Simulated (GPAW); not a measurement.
# Core-hole calculation of the O K edge in La2O3 (P-3m1), part 2 of 2

How does the O K edge of La2O3 (P-3m1) move when the bonds are compressed or stretched?

GPAW 26.7.0; X-ray absorption from dipole matrix elements to empty bands, plane-wave PAW PBE.

So far. Step 6 (Spectrum with FCH, O atom 3): The scaled spectrum changes by 8 % r.m.s. The highest intensity below 16 eV goes from 1.4 eV (3.02) to 1.5 eV (3.06). Step 8 (Spectrum with FCH, O atom 3): Against the first run the r.m.s. difference is 15 %. A shift of -0.2 eV leaves 8 %. The highest intensity below 16 eV goes from 1.4 eV (3.02) to 1.2 eV (2.90).

### 10. Spectrum with FCH, O atom 3

Changed against the first core-hole run: volume scale from 1 to 1.09.

Contents of xas.py:

```python
import numpy as np
from ase import Atoms
from ase.parallel import parprint, paropen
from gpaw import GPAW, PW, FermiDirac, Mixer, MixerDif, setup_paths
from gpaw.test import gen
setup_paths.insert(0, '.')
gen('O', name='fch1s', xcname='PBE', corehole=(1, 0, 1), write_xml=True)
from gpaw.mpi import world
world.barrier()

atoms = Atoms('La6O9',
    cell=[[-6.06799566, 3.50335893, 0],
     [-6.06799566, -3.50335893, 0],
     [4.04533044, 0, 6.29007092]],
    scaled_positions=[[0.41541189, 0.74874523, 0.24623568],
     [0.74874523, 0.08207856, 0.24623568],
     [0.08207856, 0.41541189, 0.24623568],
     [0.25125477, 0.91792144, 0.75376432],
     [0.58458811, 0.25125477, 0.75376432],
     [0.91792144, 0.58458811, 0.75376432],
     [0, 0, 0],
     [0.33333333, 0.33333333, 0],
     [0.66666667, 0.66666667, 0],
     [0.54863022, 0.88196355, 0.64589065],
     [0.88196355, 0.21529688, 0.64589065],
     [0.21529688, 0.54863022, 0.64589065],
     [0.11803645, 0.78470312, 0.35410935],
     [0.45136978, 0.11803645, 0.35410935],
     [0.78470312, 0.45136978, 0.35410935]],
    pbc=True)
atoms.calc = calc = GPAW(legacy_gpaw=True, mode=PW(500, force_complex_dtype=True), xc='PBE', setups={6: 'fch1s'},
    kpts={'size': (3, 3, 3), 'gamma': True}, occupations=FermiDirac(0.02),
    charge=0, mixer=Mixer(0.1, 5, 50), maxiter=150,
    convergence={'density': 0.0001, 'eigenstates': 1e-6}, txt='scf.txt')
energy = atoms.get_potential_energy() + calc.get_reference_energy()
ef = calc.get_fermi_level()
out = dict(energy=energy, fermi=ef, forces=atoms.get_forces().tolist())
parprint(f'all-electron energy {energy:.4f} eV, Fermi level {ef:.4f} eV')
ev = np.array([[calc.get_eigenvalues(k, s) for k in range(len(calc.get_ibz_k_points()))] for s in range(calc.get_number_of_spins())])
out['homo'], out['lumo'], out['counts'] = ev[ev < ef].max(), ev[ev > ef].min(), sorted(set((ev < ef).sum((0, 2)).tolist()))
out['filled'] = (ev[:, 0] < ef).sum(1).tolist()

from ase.units import Ha
from gpaw.xas import dipole_matrix_elements
nb = int(calc.get_number_of_electrons() / 2) + 192
top, nb = nb, nb + 8 + nb // 12
nscf = calc.fixed_density(kpts={'size': (4, 4, 4), 'gamma': True}, nbands=nb,
    convergence={'bands': top, 'eigenstates': 5e-3}, maxiter=60, txt='nscf.txt')
cell = atoms.cell.array
ops = [cell.T @ U.T @ np.linalg.inv(cell.T) for U in nscf.wfs.kd.symmetry.op_scc]
filled = [60]  # bands filled in the ground state, by spin
E = np.arange(-6, 34, 0.1)
fwhm = np.interp(E, [4, 25], [0.9, 3.5])
Y, X, zero, highest = 0, 0, 1e9, 1e9
for spin in range(nscf.get_number_of_spins()):
    wfs = nscf.wfs
    mine = wfs.bd.get_slice()  # this rank's bands
    A = dipole_matrix_elements(wfs.setups[6])
    eps = np.zeros((wfs.kd.nibzkpts, nb))
    d = np.zeros((3, A.shape[1], wfs.kd.nibzkpts, nb), complex)
    for kpt in wfs.kpt_u:
        if kpt.s == spin and 6 in kpt.P_ani:
            eps[kpt.k, mine] = kpt.eps_n * Ha
            d[:, :, kpt.k, mine] = (kpt.weight * wfs.nspins / 2) ** 0.5 * np.inner(A, kpt.P_ani[6])
    world.sum(eps)
    world.sum(d)
    T = np.einsum('amkn,bmkn->abkn', d, d.conj()).real
    T = sum(np.einsum('ai,ijkn,bj->abkn', R, T, R) for R in ops) / len(ops)
    empty = np.ones_like(eps, bool) & (np.arange(nb) >= filled[spin])
    zero, highest = min(zero, eps[empty].min()), min(highest, eps[:, top - 1].min())
    lines = [(eps, T, empty)] if spin == 0 else lines + [(eps, T, empty)]
for eps, T, empty in lines:
    f = np.einsum('aakn->akn', T).reshape(3, -1)
    x = eps.ravel() - zero
    w = np.interp(x, E, fwhm) / 2.35482
    g = np.exp(-0.5 * ((E[:, None] - x) / w) ** 2) / (w * (2 * np.pi) ** 0.5)
    Y = Y + (f * empty.ravel()) @ g.T
    X = X + (f * ~empty.ravel()) @ g.T
out.update(E=E.round(2).tolist(), xas=Y.tolist(), xes=X.tolist(), zero=zero, valid=highest - zero, nk=len(eps), nb=nb)
for i in range(0, len(E), 10):
    parprint(f'{E[i]:7.2f}', *(f'{v:10.3e}' for v in Y[:, i]))
import json
with paropen('out.json', 'w') as f:
    json.dump(out, f)
```

Launch:

```bash
$ OMP_NUM_THREADS=1 mpirun -n 4 gpaw python xas.py
```

The job ended after 10 min (4 MPI ranks of Intel Xeon Platinum 8259CL at 2.50GHz (Skylake/Cascade Lake), shared host; peak memory 0.93 GiB; 41 min of CPU time).

```csv
E (eV),first run,this run
-2.0,0.00,0.00
-1.0,0.00,0.00
0.0,0.19,0.30
1.0,2.33,2.76
2.0,2.20,1.85
3.0,1.12,1.12
4.0,0.97,1.23
5.0,1.47,1.76
6.0,1.83,1.14
7.0,0.78,0.51
8.0,0.49,0.62
9.0,0.67,0.75
10.0,0.72,0.53
11.0,0.52,0.49
12.0,0.51,0.61
13.0,0.65,0.79
14.0,0.79,0.86
15.0,0.84,0.84
16.0,0.82,0.79
17.0,0.78,0.84
18.0,0.83,0.93
19.0,0.92,0.96
20.0,0.97,1.01
21.0,1.02,1.09
22.0,1.08,1.16
23.0,1.14,1.14
24.0,1.15,1.05
25.0,1.09,0.94
26.0,1.00,0.83
27.0,0.90,0.77
28.0,0.80,0.75
```

Against the first run the r.m.s. difference is 21 %. A shift of -0.2 eV leaves 13 %. The highest intensity below 16 eV goes from 1.4 eV (3.02) to 1.1 eV (2.83).

The photon energy of the zero moves by -0.18 eV.

### 11. The volumes side by side

```csv
volume,nearest distance (Å),shift of the zero (eV),maximum 1 (eV above own zero),maximum 2 (eV above own zero)
0.97,2.696,+0.05,1.5,6.2
1,2.723,+0.00,1.4,5.9
1.06,2.777,-0.12,1.2,5.5
1.09,2.802,-0.18,1.1,5.3
```

The curves, each shifted by its zero's change so that they share one photon-energy axis, counted from the zero at V × 1:

```csv
E (eV),V × 0.97,V × 1,V × 1.06,V × 1.09
-2.0,0.00,0.00,0.00,0.00
-1.0,0.00,0.00,0.00,0.00
0.0,0.14,0.19,0.40,0.57
1.0,1.92,2.33,2.85,2.82
2.0,2.54,2.20,1.79,1.67
3.0,1.18,1.12,1.09,1.07
4.0,0.94,0.97,1.20,1.34
5.0,1.33,1.47,1.73,1.82
6.0,1.79,1.83,1.28,0.90
7.0,1.15,0.78,0.51,0.51
8.0,0.49,0.49,0.59,0.67
9.0,0.58,0.67,0.75,0.72
10.0,0.75,0.72,0.57,0.50
11.0,0.59,0.52,0.48,0.51
12.0,0.50,0.51,0.59,0.64
13.0,0.60,0.65,0.76,0.81
14.0,0.74,0.79,0.85,0.86
15.0,0.82,0.84,0.84,0.83
16.0,0.83,0.82,0.79,0.79
17.0,0.79,0.78,0.82,0.86
18.0,0.79,0.83,0.91,0.94
19.0,0.88,0.92,0.96,0.96
20.0,0.96,0.97,1.00,1.02
21.0,1.00,1.02,1.07,1.11
22.0,1.05,1.08,1.14,1.16
23.0,1.11,1.14,1.15,1.13
24.0,1.15,1.15,1.08,1.03
25.0,1.13,1.09,0.98,0.92
26.0,1.06,1.00,0.87,0.82
27.0,0.97,0.90,0.79,0.76
28.0,0.86,0.80,0.75,0.75
```

### 12. Outcome

* absorber and edge: O K, atom 3 of the ground-state input (counted from 1)
* surroundings: 6 La at 2.72 Å (octahedral, site symmetry -3m)
* highest intensity below 16 eV: 1.4 eV above the zero, height 3.02
* photon energy of the zero, with the added terms: 530.0 eV (raw 538.9 eV; uncertain by a few eV)

**Reading.** From V × 0.97 to V × 1.09 the nearest distance grows by 0.107 Å and the zero moves by -0.22 eV. Above their own zero, the maxima move from 1.5 to 1.1 eV and from 6.2 to 5.3 eV. The O K edge of atom 3, with 6 La at 2.72 Å (octahedral, site symmetry -3m), has its highest intensity of the first 16 eV at 1.4 eV above the zero, near 531 eV in photon energy (uncertain by a few eV), 3.0 times the mean level of the first 20 eV (Gaussian full width 0.9 eV up to 4 eV, rising linearly to 3.5 eV at 25 eV). At the O K edge of atom 3 polarisation matters most near 6.2 eV, where the curves differ by 2.0 on this scale. The crystal has 2 inequivalent O sites and not all are shown here, while a measurement adds them all. The mesh is coarse (0.28 Å⁻¹ between points), so small maxima may be mesh ripples. The structure is a computed Materials Project entry and may be a hypothetical form.

[Logs are printed without paths, hosts, clocks, repeated set-up lines and the standing remarks that a program may print on its own settings, such as how far it seeks lower states.]

[Hosts, paths, dates, database ids (printed as entryN), source tags and the programs' standing remarks are cut or masked in the printed files.]

[Lists of maxima count a maximum above −3 eV only where it reaches 4 % of the highest in the window and stands out from its surroundings by 2 % of it (1.5 % where it reaches 55 %); shoulders and weaker maxima are passed over, and of the rest the first, up to two pre-edge ones and the few strongest are named.]
